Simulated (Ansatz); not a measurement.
Planning a run of Ansatz 0.2.0 on AsP (buckled honeycomb monolayer). The input:

```yaml
crystal:
  lattice:
    - [3.4011980971, 0.0, 0.0]
    - [-1.7005990485, 2.9455239554, 0.0]
    - [0.0, 0.0, 25.8]
  atoms:
    - { symbol: P, position: [0.3333333333, 0.6666666667, 0.4744223159] }
    - { symbol: As, position: [0.6666666667, 0.3333333333, 0.5255776841] }
  periodic: [true, true, false]
kpoints:
  mp_grid: { grid: [6, 6, 1] }
  band_path:
    path:
      - [0.0, 0.0, 0.0]
      - [0.5, 0.0, 0.0]
      - [0.3333333333, 0.3333333333, 0.0]
      - [0.0, 0.3333333333, 0.0]
      - [0.3, 0.0, 0.0]
    npoints: 1
hamiltonian:
  xc: pbe0
  pseudopotentials: { kind: paw, azcp: { folder: soft_1 } }
scf:
  occupations: { method: fixed }
  n_extra_bands: 4
output:
  eigenvalues: true
```

```sh
ansatz run input.yaml --threads 4 --pin off --max-ram 17510MiB --backend cpu --events-out ev --progress --plain --runs-dir out
```

Q: Estimate wall time and host memory on 4 threads of Arm Neoverse V1, shared host.

It took 44 s; on shared hardware allow 22 s to 88 s. Peak host memory was 1.5 GiB. The sizes that set the cost: 5091 plane waves a state, 7 irreducible k points and 17 SCF cycles.

Exact exchange couples every pair of k points and filled bands, so it costs far more than a semilocal run.

[Paths, hosts, dates, memory and timing lines, banners, echoed tables and standing remarks are left out of the program output.]

[Logs are printed without paths, hosts, clocks, repeated set-up lines and the standing remarks that a program may print on its own settings, such as how far it seeks lower states.]

[Runs of the session that timed out or met a known fault of the program may be left out.]

[Cells called generated may have been cut or substituted from an entry of the Crystallography Open Database or the Materials Project.]

[Hosts, paths, dates, database ids (printed as entryN), source tags and the programs' standing remarks are cut or masked in the printed files.]
